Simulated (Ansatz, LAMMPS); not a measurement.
**Electronic structure of glassy 96B2O3-4CaO (mol %) (117 atoms)**

Aim: energy, forces, charges and density of states of glassy 96B2O3-4CaO (mol %) (117 atoms) at a fixed geometry.

Program: Ansatz 0.2.0. Level of theory: Kohn-Sham DFT, PBE, PAW (set soft_2), plane waves. Values are calculated unless marked as measured.

**1. The structure**

The cell holds 117 atoms: 46 B, 1 Ca and 70 O. Cell: a = 10.962 Å, b = 10.962 Å, c = 10.962 Å, α = 90.0°, β = 90.0°, γ = 90.0°. 117 atoms (46 B, 1 Ca, 70 O) placed at random at 1.97 g/cm³, melted at 3000 K for 20 ps at fixed volume with the Buckingham and Coulomb pair potential of Guillot and Sator (Geochim. Cosmochim. Acta 71, 1249 (2007)) with the boron terms of Wang et al. (J. Non-Cryst. Solids 498, 294 (2018)). Quenched from 3000 K to 300 K at 1000 K/ps and fixed volume, held 10 ps at zero pressure, then minimised at fixed cell.

Before any run, some limits are plain. The quench rate of 1000 K/ps far exceeds what a furnace or splat quench reaches, so expect more defects and frozen-in strain than in a real sample. The starting topology of bonds comes from the classical model, and needn't be the one that DFT or experiment would give. Sampling is at Γ alone, for a cell whose shortest periodic width is 11 Å.

**2. The classical run that made the cell**

A classical potential supplies the starting structure, since it reaches far longer times than DFT.

This step: classical MD, Buckingham and Coulomb pair potential of Guillot and Sator (Geochim. Cosmochim. Acta 71, 1249 (2007)) with the boron terms of Wang et al. (J. Non-Cryst. Solids 498, 294 (2018)) (LAMMPS 22 Jul 2025 - Update 4).

The input, in.lmp:

```
# melt-quench of B46Ca1O70
units metal
atom_style charge
boundary p p p
region box block 0 11.1882 0 11.1882 0 11.1882
create_box 3 box
mass 1 10.8100   # B
mass 2 40.0780   # Ca
mass 3 15.9990   # O
create_atoms 1 random 46 714032 NULL overlap 1.5 maxtry 2000
create_atoms 2 random 1 714039 NULL overlap 1.5 maxtry 2000
create_atoms 3 random 70 714046 NULL overlap 1.5 maxtry 2000
pair_style buck/coul/long 9.0
pair_coeff * * 0.0 1.0 0.0
pair_coeff 1 3 206941.81 0.124 35.0018   # B-O
pair_coeff 2 3 155667.70 0.178 42.2597   # Ca-O
pair_coeff 3 3 9022.79 0.265 85.0921   # O-O
pair_coeff 1 1 484.40 0.35 0.0   # B-B
set type 1 charge 1.4175
set type 2 charge 0.945
set type 3 charge -0.945
kspace_style pppm 1.0e-4
neigh_modify delay 0 every 1 check yes
thermo_style custom step time temp pe press density
thermo_modify norm yes
timestep 0.001
thermo 100
min_style cg
minimize 1e-4 1e-4 200 2000
reset_timestep 0
velocity all create 3000 714033 mom yes dist gaussian
fix lim all nve/limit 0.05
fix lan all langevin 3000 3000 0.1 714034 zero yes
thermo 500
# [... 11 lines left out ...]
thermo 3333
fix md all npt temp 300 300 0.1 iso 0 0 1
run 10000 post no
unfix md
thermo 100
min_style cg
minimize 0 1e-3 2000 20000
write_dump all custom glass.dump id type xs ys zs modify sort id
```

On the command line:

```
$ lmp -in in.lmp -log none -nocite
```

The log of the run:

```text
LAMMPS (22 Jul 2025 - Update 4)
Created orthogonal box = (0 0 0) to (11.1882 11.1882 11.1882)
Created 46 atoms
Created 1 atoms
Created 70 atoms
PPPM initialization ...
  G vector (1/distance) = 0.32344326
  grid = 9 9 9
  estimated relative force accuracy = 7.5586921e-05
   Step          Time           Temp          PotEng         Press         Density
         0   0              0              1.373413       1411970.7      1.9649936
       100   0.1            0             -11.450957     -28704.944      1.9649936
       127   0.127          0             -11.527795     -17627.128      1.9649936
Loop time of 0.0936706 s on 1 MPI rank(s) for 127 steps with 117 atoms
Minimization stats:
  Stopping criterion = energy tolerance
  Energy initial, next-to-last, final =
      1.37341299656232  -11.5266617393628  -11.5277947829018
  Force two-norm initial, final = 487.81988 4.85932
  Iterations, force evaluations = 127 215
[... 14 lines left out ...]
Loop time of 6.60546 s on 1 MPI rank(s) for 20000 steps with 117 atoms
   Step          Time           Temp          PotEng         Press         Density
[... 12 lines left out ...]
Loop time of 0.863236 s on 1 MPI rank(s) for 2700 steps with 117 atoms
   Step          Time           Temp          PotEng         Press         Density
[... 3 lines left out ...]
     33330   33.33          299.14251     -11.750183      16737.049      2.1233601
     33700   33.7           309.39067     -11.755784     -1045.844       2.0893023
Loop time of 3.71051 s on 1 MPI rank(s) for 10000 steps with 117 atoms
   Step          Time           Temp          PotEng         Press         Density
     33700   33.7           309.39067     -11.755777     -1040.9894      2.0893023
     33778   33.778         309.39067     -11.790507     -3711.07        2.0893023
Loop time of 0.0803051 s on 1 MPI rank(s) for 78 steps with 117 atoms
Minimization stats:
  Stopping criterion = linesearch alpha is zero
  Energy initial, next-to-last, final =
     -11.7557771929942  -11.7905073436178  -11.7905073436178
  Force two-norm initial, final = 23.777876 0.22452634
  Iterations, force evaluations = 78 185
```

It took 12 s on 1 thread of AMD EPYC 9R45, shared host; peak memory 0.079 GiB.

**3. Plane-wave single point**

The electrons are solved once, with the atoms held.

The input, input.yaml:

```yaml
crystal:
  lattice:
    - [10.96176, 0.0, 0.0]
    - [0.0, 10.96176, 0.0]
    - [0.0, 0.0, 10.96176]
  atoms:
    - { symbol: B, position: [0.3554, 0.87935, 0.03716] }
    - { symbol: B, position: [0.82889, 0.30574, 0.6809] }
    - { symbol: B, position: [0.37886, 0.54829, 0.27973] }
    - { symbol: B, position: [0.66858, 0.60935, 0.84564] }
    - { symbol: B, position: [0.64106, 0.18796, 0.49547] }
    - { symbol: B, position: [0.22692, 0.48256, 0.10938] }
    - { symbol: B, position: [0.99954, 0.49565, 0.90756] }
    - { symbol: B, position: [0.68882, 0.48248, 0.62346] }
    - { symbol: B, position: [0.8081, 0.33552, 0.92034] }
    - { symbol: B, position: [0.74791, 0.59236, 0.30308] }
    - { symbol: B, position: [0.44189, 0.72852, 0.85552] }
    - { symbol: B, position: [0.91455, 0.26068, 0.24819] }
    - { symbol: B, position: [0.58458, 0.8868, 0.61778] }
    - { symbol: B, position: [0.3492, 0.63631, 0.65338] }
    - { symbol: B, position: [0.77529, 0.86099, 0.23699] }
    - { symbol: B, position: [0.92208, 0.99308, 0.90043] }
    - { symbol: B, position: [0.25191, 0.09714, 0.958] }
    - { symbol: B, position: [0.28256, 0.12406, 0.36714] }
    - { symbol: B, position: [0.94753, 0.82497, 0.57737] }
    - { symbol: B, position: [0.64804, 0.96275, 0.0631] }
    - { symbol: B, position: [0.91713, 0.44758, 0.41645] }
    - { symbol: B, position: [0.72849, 0.19738, 0.1116] }
    - { symbol: B, position: [0.96098, 0.7564, 0.33557] }
    - { symbol: B, position: [0.56864, 0.21075, 0.73683] }
    - { symbol: B, position: [0.41201, 0.78965, 0.2624] }
    - { symbol: B, position: [0.59988, 0.76438, 0.41407] }
    - { symbol: B, position: [0.37558, 0.98009, 0.53796] }
    - { symbol: B, position: [0.09636, 0.67196, 0.0321] }
    - { symbol: B, position: [0.05403, 0.04698, 0.30977] }
    - { symbol: B, position: [0.17516, 0.67263, 0.39363] }
    - { symbol: B, position: [0.32361, 0.3128, 0.56676] }
    - { symbol: B, position: [0.04847, 0.91245, 0.09868] }
    - { symbol: B, position: [0.47535, 0.24999, 0.31286] }
    - { symbol: B, position: [0.40439, 0.34516, 0.86464] }
    - { symbol: B, position: [0.11298, 0.26112, 0.09362] }
    - { symbol: B, position: [0.18678, 0.84693, 0.57196] }
    - { symbol: B, position: [0.81576, 0.04733, 0.39018] }
    - { symbol: B, position: [0.24705, 0.14626, 0.71471] }
    - { symbol: B, position: [0.00045, 0.14316, 0.71294] }
    - { symbol: B, position: [0.79988, 0.81836, 0.77832] }
    - { symbol: B, position: [0.66858, 0.52227, 0.07769] }
    - { symbol: B, position: [0.48454, 0.36081, 0.09625] }
    - { symbol: B, position: [0.59681, 0.97996, 0.83288] }
    - { symbol: B, position: [0.48135, 0.49735, 0.49574] }
    - { symbol: B, position: [0.14273, 0.45775, 0.4864] }
    - { symbol: B, position: [0.20876, 0.4787, 0.77125] }
    - { symbol: Ca, position: [0.82641, 0.71846, 0.02928] }
    - { symbol: O, position: [0.61496, 0.2142, 0.61777] }
    - { symbol: O, position: [0.1942, 0.59719, 0.06345] }
    - { symbol: O, position: [0.84129, 0.5409, 0.37266] }
    - { symbol: O, position: [0.19854, 0.54876, 0.41522] }
    - { symbol: O, position: [0.74491, 0.118, 0.46796] }
    - { symbol: O, position: [0.85512, 0.82709, 0.66363] }
    - { symbol: O, position: [0.58466, 0.1026, 0.80364] }
    - { symbol: O, position: [0.54927, 0.66373, 0.87478] }
    - { symbol: O, position: [0.62241, 0.80043, 0.53354] }
    - { symbol: O, position: [0.38138, 0.79164, 0.94813] }
    - { symbol: O, position: [0.01312, 0.23672, 0.16981] }
    - { symbol: O, position: [0.30071, 0.40146, 0.8152] }
    - { symbol: O, position: [0.94129, 0.06332, 0.36796] }
    - { symbol: O, position: [0.80058, 0.21345, 0.21554] }
    - { symbol: O, position: [0.06698, 0.85368, 0.61384] }
    - { symbol: O, position: [0.09188, 0.47536, 0.82165] }
    - { symbol: O, position: [0.27836, 0.92882, 0.60377] }
    - { symbol: O, position: [0.74513, 0.2836, 0.01837] }
    - { symbol: O, position: [0.42405, 0.38626, 0.54542] }
    - { symbol: O, position: [0.1238, 0.13377, 0.68525] }
    - { symbol: O, position: [0.39069, 0.85929, 0.15827] }
    - { symbol: O, position: [0.21038, 0.76119, 0.47943] }
    - { symbol: O, position: [0.32436, 0.20005, 0.62809] }
    - { symbol: O, position: [0.76212, 0.94934, 0.32715] }
    - { symbol: O, position: [0.50238, 0.81515, 0.34834] }
    - { symbol: O, position: [0.95784, 0.08064, 0.81625] }
    - { symbol: O, position: [0.35659, 0.67469, 0.27317] }
    - { symbol: O, position: [0.01588, 0.46937, 0.49451] }
    - { symbol: O, position: [0.08324, 0.79428, 0.06348] }
    - { symbol: O, position: [0.56448, 0.22199, 0.39931] }
    - { symbol: O, position: [0.15888, 0.10938, 0.34439] }
    [... 33 atom lines left out ...]
    - { symbol: O, position: [0.15292, 0.38218, 0.08493] }
    - { symbol: O, position: [0.50374, 0.2787, 0.19177] }
    - { symbol: O, position: [0.07495, 0.7019, 0.31818] }
    - { symbol: O, position: [0.91448, 0.40558, 0.93636] }
    - { symbol: O, position: [0.67581, 0.08385, 0.09053] }
    - { symbol: O, position: [0.49881, 0.30277, 0.79062] }
kpoints:
  mp_grid: { grid: [1, 1, 1] }
hamiltonian:
  xc: pbe
scf:
  occupations: { method: fixed }
output:
  forces: true
  stress: true
  populations: true
  dos:
    method: { smearing: { sigma: 0.1 } }
    de: 0.1
    projected: { site_lists: { B: [B], Ca: [Ca], O: [O] } }
  eigenvalues: true
  write_density: true
  write_potential: true
  volumetric_format: npy
```

On the command line:

```
$ ansatz run input.yaml --threads 8 --pin off --max-ram 15872MiB --backend cpu --events-out ev --progress --plain --runs-dir out
```

The log of the run:

```text
Engine: ansatz 0.2.0, x86_64-unknown-linux-gnu
Pseudopotentials: kind: paw
Pseudopotential: B, paw, valence charge 3, recommended cutoff 420 eV (normal), B.paw.azcp
Pseudopotential: Ca, paw, valence charge 10, recommended cutoff 420 eV (normal), Ca.paw.azcp
Pseudopotential: O, paw, valence charge 6, recommended cutoff 420 eV (normal), O.paw.azcp
Functional definition: PBE
  parameter kappa = 0.804
  parameter beta = 0.066725
  exchange = pbe_x(kappa = kappa, mu = beta*pi^2/3)
  correlation = pbe_c(beta = beta)
Crystal: 117 atoms, lattice volume = 1317.167 Å³
Basis set: ecut = 420 eV, 25677 PW (Γ), exchange–correlation on 150×150×150 points (8 copies of the dense FFT grid, shifted against one another)
Bands: 401, of which v1, the nominal top of the filled ones, is band 284 counted from 1 (283 counted from 0)
Symmetry: 1 space group operations
Space group: P1 (ITA 1), of the structure as read, at distance tolerance 1.1e-4 Å
k-points: 1
Non-local potential: B, projectors of the file, l = 0: 2, l = 1: 2, l = 2: 1
Non-local potential: Ca, projectors of the file, l = 0: 3, l = 1: 2, l = 2: 2
Non-local potential: O, projectors of the file, l = 0: 2, l = 1: 2, l = 2: 1
PAW form: soft (Blöchl's): semilocal exchange-correlation on the pseudo side does not see the compensation charge
PAW one-centre angular grid: B, 110 points (default); XC on 64 Gauss nodes
PAW one-centre angular grid: Ca, 110 points (default); XC on 64 Gauss nodes
PAW one-centre angular grid: O, 110 points (default); XC on 64 Gauss nodes
Initial density: superposition of atomic densities (neutral atoms: chi_scale 0, normalization atom), corrected by the library's trained network
Initial wavefunctions: pseudopotential atomic-orbital guess
Functional: x = pbe(κ = 0.804, μ = 0.219515), c = pbe(β = 0.066725)
SCF iter   1: F=—  HF=-48797.513531 eV  |F-HF|=—  |Δ(HF+E_count)|=         —  Δρ=4.80e-3  dr2=3.62e-1  ethr=1.77e-3  ⟨swp⟩=7.0  Hψ=1410  notcnv=0  defer=115
preconditioner: auto → Resta (q_TF=auto, 2.371 Å⁻¹)  ε∞=3.1  [insulator: Δε(μ)=3.474 eV  Ē_g=16.811 eV  n_scr=304 (ndim 8)  ℏωp=24.3 eV  f_vac=0.168  ε∞_Penn≈3.1]
SCF iter   2: F=—  HF=-48797.464135 eV  |F-HF|=—  |Δ(HF+E_count)|=   4.94e-2  Δρ=2.30e-3  dr2=6.98e-2  ethr=6.37e-5  ⟨swp⟩=3.0  Hψ=651  notcnv=0  defer=115
SCF iter   3: F=—  HF=-48797.459440 eV  |F-HF|=—  |Δ(HF+E_count)|=   4.69e-3  Δρ=9.32e-4  dr2=1.72e-2  ethr=1.23e-5  ⟨swp⟩=3.0  Hψ=501  notcnv=0  defer=115
SCF iter   4: F=—  HF=-48797.456863 eV  |F-HF|=—  |Δ(HF+E_count)|=   2.58e-3  Δρ=2.68e-4  dr2=1.04e-3  ethr=3.04e-6  ⟨swp⟩=3.0  Hψ=503  notcnv=0  defer=115
SCF iter   5: F=—  HF=-48797.456961 eV  |F-HF|=—  |Δ(HF+E_count)|=   9.83e-5  Δρ=1.75e-4  dr2=3.10e-4  ethr=1.83e-7  ⟨swp⟩=2.0  Hψ=673  notcnv=0  defer=115
SCF iter   6: F=—  HF=-48797.456923 eV  |F-HF|=—  |Δ(HF+E_count)|=   3.83e-5  Δρ=4.14e-5  dr2=2.15e-5  ethr=5.46e-8  ⟨swp⟩=2.0  Hψ=571  notcnv=0  defer=115
SCF iter   7: F=—  HF=-48797.453972 eV  |F-HF|=—  |Δ(HF+E_count)|=   2.95e-3  Δρ=1.23e-5  dr2=2.03e-6  ethr=3.79e-9  ⟨swp⟩=2.0  Hψ=505  notcnv=0  defer=115
SCF iter   8: F=—  HF=-48797.453973 eV  |F-HF|=—  |Δ(HF+E_count)|=   1.48e-6  Δρ=8.45e-6  dr2=7.23e-7  ethr=3.57e-10  ⟨swp⟩=3.0  Hψ=572  notcnv=0  defer=115
SCF iter   9: F=-48797.453973 eV  HF=-48797.453973 eV  |F-HF|=2.85e-8  |Δ(HF+E_count)|=   4.25e-8  Δρ=1.97e-6  dr2=4.49e-8  ethr=1.76e-11  ⟨swp⟩=23.0  Hψ=4380  notcnv=0
SCF 1 converged in 9 iterations: F = -48797.453973 eV  dr2 = 4.49e-8
  greatest PAW one-centre occupation: 0.995 electrons in one spin orbital (limit 2), on the Ca atom at site 46 (counted from 0), in its partial waves of l = 0
SCF converged after 9 iterations
Free energy (F): -48797.453973 eV
Harris-Foulkes:  -48797.453973 eV  (|F-HF|=2.85e-8)
Internal energy: -48797.453973 eV  (E = F + TS)
E sigma→0 (E₀):  -48797.453973 eV
Fermi energy:    3.274033 eV
--- Per-component energies (eV) ---
  E_band       = -3480.780289
  E_kinetic    = 14755.047139
  E_local      = -39793.620885  (includes V_loc(G=0)·N_el)
  E_nonlocal   = 3959.024783
  E_hartree    = 14373.029116
  E_xc         = -6682.747617
  E_vxc        = -8385.778394  (∫ρ·V_xc dr)
  E_paw        = -15602.587844  (= ΣΔE_a)
  E_vpaw       = -2761.699894  (= ΣTr[D̂ρ^β])
  E_aug_tail   = 0.179220  (compensation charges beyond the density's cutoff)
  E_ewald      = -19805.777886
  E_smearing   = -0.000000  (= −TS)
  E_closure    = -0.000000  (closes the sum)
  Σ components = -48797.453973   (vs F -48797.453973, Δ=0.00e0)
--- Forces (eV/Å), atoms counted from 1 ---
  atom   1  B      0.37262494    -0.79842841    -0.80469089
  atom   2  B      0.32758975     0.96325159     1.37757851
  atom   3  B      1.25656273     0.27617237     1.58002436
  atom   4  B     -1.99520684    -0.18078368    -2.16431826
  atom   5  B     -1.15505194    -0.29258440    -0.25702770
  atom   6  B     -0.70782475    -0.10735815     0.76469442
  atom   7  B      1.13063634    -1.76443080    -0.86994032
  atom   8  B     -2.38331682     0.84657734     1.18668080
  atom   9  B      0.58577589    -0.75027126    -1.24826767
  atom  10  B     -0.04839195    -0.34314404     1.22652447
  atom  11  B      0.98574679    -1.44457987    -0.72984576
  atom  12  B     -0.28098718     1.82816579    -0.39453663
  atom  13  B     -1.98192342     0.21726120    -1.36006864
  atom  14  B      2.32791143    -2.00163103    -0.32737237
[...]
atom 116  O     -0.48065427    -0.34821065     0.16443814
  atom 117  O      0.04917073    -0.40830797    -0.35354035
  max |Σ_I F_I| component: 1.32e-4 eV/Å
--- Stress (GPa, compression-positive) ---
       -8.486655       1.398481      -0.404427
        1.398488      -7.099412      -0.031059
       -0.404429      -0.031075     -11.329631
  P = ⅓ Tr σ = -8.9719 GPa (-89.719 kbar)
--- Band table (eV) ---
  k-point 0: bands = ["-37.6103", "-19.6669", "-19.2302", "-19.0153", [... 385 levels ...], "13.7161", "13.7801", "13.7966", "13.8383", "13.9064", "13.9540", "13.9930", "14.0485", "14.0653", "14.1192", "14.1836", "14.2182"]
--- Löwdin populations: 117 sites ---
  site symbol       q [e]
     0      B      2.3298
     1      B      2.3184
     2      B      2.3414
[...]
116      O      6.3637
  spilling = 0.008924 (of n_electrons = 568.000000)
```

The job ended after 5.1 s (8 threads of AMD EPYC 9R45, shared host; peak memory 1.9 GiB).

Numbers from this run:

```yaml
free_energy: -48797.4540 eV
free_energy_per_atom: -417.0723 eV/atom
scf_cycles: 9
pressure: -8.972 GPa
r_m_s_force_component: 0.873 eV/Å
longest_force: 3.663 eV/Å
fermi_energy: 3.274 eV
spacing_of_highest_filled_and_lowest_empty_level: 2.945 eV
spilling_of_the_projection: 0.008924
```

Neighbours are counted within 1.82 Å (O-B), 2.88 Å (O-Ca).

Length of the force by element and coordination:

```tsv
element	coordination	atoms	mean length of the force (eV/Å)	spread	least	most
B	all	46	1.80	0.835	0.307	3.66
B	3	44	1.77	0.835	0.307	3.66
B	4	2	2.43	0.523	1.90	2.95
Ca	all	1	0.978	0	0.978	0.978
O	all	70	0.964	0.534	0.209	2.74
O	2	63	0.911	0.517	0.209	2.74
O	3	7	1.44	0.443	0.811	2.15
```

Löwdin charges by element and coordination (they lack the spilled electrons, 0.043 e an atom on average):

```tsv
element	coordination	atoms	mean charge (e)	spread	least	most
B	all	46	0.67	0.025	0.591	0.702
B	3	44	0.673	0.0201	0.625	0.702
B	4	2	0.598	0.0077	0.591	0.606
Ca	all	1	1.83	0	1.83	1.83
O	all	70	-0.394	0.0287	-0.492	-0.352
O	2	63	-0.387	0.0181	-0.444	-0.352
O	3	7	-0.461	0.0201	-0.492	-0.436
```

States in the cell by windows of 1 eV, zero at the Fermi level; the larger projections on atomic orbitals stand beside the total:

```tsv
from (eV)	to (eV)	total	O p	B p
-18	-17	5.8	0.1	1.4
-17	-13	0.0	0.0	0.0
-13	-12	0.6	0.4	0.0
-12	-11	13.3	9.5	0.7
-11	-10	23.7	16.8	2.1
-10	-9	35.0	24.2	6.5
-9	-8	43.7	29.7	11.9
-8	-7	20.5	13.9	5.8
-7	-6	22.5	15.6	6.0
-6	-5	35.0	25.9	7.7
-5	-4	48.9	40.2	6.5
-4	-3	70.7	64.5	3.8
-3	-2	65.3	62.2	1.8
-2	-1	32.3	31.0	0.8
-1	0	7.2	6.9	0.2
0	1	1.4	1.3	0.0
1	2	0.0	0.0	0.0
2	3	1.2	0.2	1.0
3	4	12.4	1.6	7.8
4	5	31.0	4.5	18.5
```

With fixed occupations the program's Fermi level is the highest filled level; weight inside the gap is the broadening of levels at its edges.

Between -26 and -18 eV lie 140 more states.

The levels nearest the highest filled one (over half full), pooled over k-points and spins:

```tsv
level less the highest filled one (eV)	occupation
-1.34	2
-1.07	2
-0.639	2
-0.504	2
-0.422	2
0	2
2.95	0
3.32	0
3.51	0
3.61	0
3.79	0
3.92	0
```

Valence density in the ab plane at fractional z = 0.014, with atoms of B and Ca and O within 0.2 Å of it. It is the smooth field of the valence electrons, not physical close to the nuclei.

Values in e/Å³, 13 rows by 16 columns, each cell a mean:
```
2.5 0.2 0.1 0.4 3.3 2.5 0.3 0.1 0.3 1.3 0.9 0.2 0.0 0.0 0.6 4.2
0.4 0.4 0.1 0.1 0.3 0.7 0.6 0.1 0.1 0.4 0.3 0.1 0.1 0.0 0.1 0.3
0.6 1.8 0.5 0.0 0.1 0.7 1.0 0.2 0.0 0.0 0.0 0.1 0.4 1.0 0.2 0.1
0.4 0.9 0.4 0.1 0.0 0.2 0.2 0.1 0.0 0.0 0.0 0.1 2.3 5.1 1.3 0.1
1.7 0.8 0.9 0.9 0.2 0.0 0.0 0.0 0.0 0.0 0.1 0.2 0.6 1.3 0.4 0.9
1.3 0.4 0.8 1.3 0.3 0.0 0.0 0.0 0.1 0.1 0.7 1.5 0.4 0.1 0.1 0.8
0.1 0.1 0.1 0.2 0.1 0.0 0.0 0.1 0.2 0.3 0.5 0.9 0.3 0.1 0.1 0.1
0.1 0.2 0.5 0.3 0.1 0.1 0.6 0.5 0.3 0.2 0.1 0.1 0.1 0.1 0.4 0.3
0.0 0.2 0.4 0.2 0.1 0.5 3.9 2.5 0.3 0.1 0.1 1.5 1.9 0.3 0.2 0.1
0.0 0.2 0.6 0.4 0.1 0.1 0.7 0.5 0.1 0.0 0.2 3.1 3.6 0.4 0.0 0.0
0.0 0.4 3.8 3.3 0.3 0.0 0.0 0.0 0.0 0.0 0.1 0.3 0.3 0.1 0.0 0.0
0.1 0.1 1.2 1.3 0.5 0.2 0.0 0.0 0.0 0.1 0.4 0.3 0.1 0.0 0.0 0.1
1.3 0.1 0.1 0.4 2.8 1.8 0.1 0.0 0.1 0.3 0.5 0.3 0.1 0.0 0.3 2.2
```
Columns run along a (11.0 Å), rows up along b (11.0 Å). Atoms in or near the plane, at fractional coordinates: B at (0.10, 0.67), Ca at (0.83, 0.72), O at (0.75, 0.28), O at (0.17, 0.17), O at (0.98, 0.98), O at (0.29, 0.99).

[end of part 1 of 2]

[Long decimals in the printed logs are rounded to 6 places.]

[Logs are printed without paths, hosts, clocks, repeated set-up lines and the standing remarks that a program may print on its own settings, such as how far it seeks lower states.]

[Hosts, paths, dates, database ids (printed as entryN), source tags and the programs' standing remarks are cut or masked in the printed files.]
